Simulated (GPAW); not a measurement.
Consider YTe (P-6m2).

```
Te Y
1.0
     4.10909    0.00000    0.00000
    -2.05455    3.55858    0.00000
     0.00000    0.00000    4.06167
Te Y
1 1
Direct
  0.33333 0.66667 0.50000
  0.00000 0.00000 0.00000
```

Absorber: atom 2, with 6 Te at 3.12 Å (trigonal prismatic, site symmetry -6m2). Method: GPAW, LDA, excited-electron core hole (neutral cell), 6-atom cell with 5.8 Å between holes, 5×5×5 k points, dipole transitions, Gaussian full width 1.5 eV up to 4 eV, rising linearly to 3.5 eV at 25 eV.

Q: What does the Y L₃ edge look like?

Main maxima up to 30 eV above the zero (height): 1.8 eV (4.05), 11.8 eV (0.75) and 27.0 eV (0.61). At an L edge the dipole rule selects empty d (and weakly s) states on the absorber, and the strong line at the onset measures the empty part of its d band. 

The Y L₃ spectrum (energy from the lowest empty level; intensity scaled to a mean of 1 over the first 20 eV; polarised curves are means over the symmetry-equivalent atoms):

```
E (eV)  isotropic  ε ⊥ c  ε ∥ c
  -2.0       0.00   0.00   0.00
  -1.5       0.03   0.03   0.02
  -1.0       0.14   0.16   0.10
  -0.5       0.46   0.51   0.37
   0.0       1.04   1.10   0.93
   0.5       1.95   1.94   1.95
   1.0       3.11   3.03   3.28
   1.5       3.94   3.84   4.16
   2.0       3.92   3.85   4.05
   2.5       3.18   3.17   3.21
   3.0       2.26   2.28   2.24
   3.5       1.49   1.49   1.47
   4.0       0.99   0.99   1.00
   4.5       0.74   0.73   0.75
   5.0       0.61   0.61   0.60
   5.5       0.56   0.58   0.53
   6.0       0.56   0.58   0.52
   6.5       0.55   0.57   0.52
   7.0       0.55   0.56   0.54
   7.5       0.58   0.58   0.58
   8.0       0.60   0.61   0.60
   8.5       0.57   0.58   0.56
   9.0       0.50   0.50   0.49
   9.5       0.43   0.43   0.43
  10.0       0.43   0.43   0.44
  10.5       0.52   0.52   0.53
  11.0       0.65   0.64   0.65
  11.5       0.73   0.72   0.74
  12.0       0.74   0.73   0.76
  12.5       0.71   0.70   0.73
  13.0       0.67   0.67   0.68
  13.5       0.64   0.65   0.63
  14.0       0.62   0.63   0.59
  14.5       0.58   0.60   0.56
  15.0       0.55   0.56   0.53
  15.5       0.53   0.54   0.52
  16.0       0.53   0.53   0.53
  16.5       0.54   0.53   0.55
  17.0       0.55   0.54   0.57
  17.5       0.58   0.56   0.60
  18.0       0.59   0.58   0.62
  18.5       0.60   0.59   0.63
  19.0       0.60   0.59   0.62
  19.5       0.59   0.58   0.61
  20.0       0.59   0.58   0.60
  20.5       0.57   0.57   0.58
  21.0       0.56   0.56   0.56
  21.5       0.54   0.54   0.53
  22.0       0.52   0.53   0.51
  22.5       0.51   0.52   0.49
  23.0       0.50   0.51   0.48
  23.5       0.51   0.52   0.49
  24.0       0.53   0.54   0.50
  24.5       0.55   0.56   0.53
  25.0       0.57   0.58   0.55
  25.5       0.59   0.59   0.57
  26.0       0.60   0.61   0.59
  26.5       0.61   0.62   0.60
  27.0       0.61   0.62   0.61
  27.5       0.61   0.61   0.61
  28.0       0.61   0.61   0.61
  28.5       0.60   0.59   0.60
  29.0       0.58   0.58   0.59
  29.5       0.57   0.56   0.58
  30.0       0.55   0.54   0.57
  30.5       0.53   0.52   0.56
  31.0       0.51   0.50   0.54
  31.5       0.50   0.48   0.52
  32.0       0.48   0.47   0.50
```

Only the L₃ part is meant: spin–orbit coupling of the core level isn't computed and the L₂ copy isn't added. The primitive cell holds an odd number of electrons, so a spin-paired run has to come out metallic; that is right for a metal, but some such compounds are magnetic or distorted insulators. The holes are only 5.8 Å apart, so the shape is probably not converged with cell size; no larger cell was run here. The structure is a computed Materials Project entry and may be a hypothetical form.

[Banner, clock and machine lines of the logs are left out without a mark of their own.]

[Logs are printed without paths, hosts, clocks, repeated set-up lines and the standing remarks that a program may print on its own settings, such as how far it seeks lower states.]

[Hosts, paths, dates, database ids (printed as entryN), source tags and the programs' standing remarks are cut or masked in the printed files.]

[Lists of maxima count a maximum above −3 eV only where it reaches 4 % of the highest in the window and stands out from its surroundings by 2 % of it (1.5 % where it reaches 55 %); shoulders and weaker maxima are passed over, and of the rest the first, up to two pre-edge ones and the few strongest are named.]
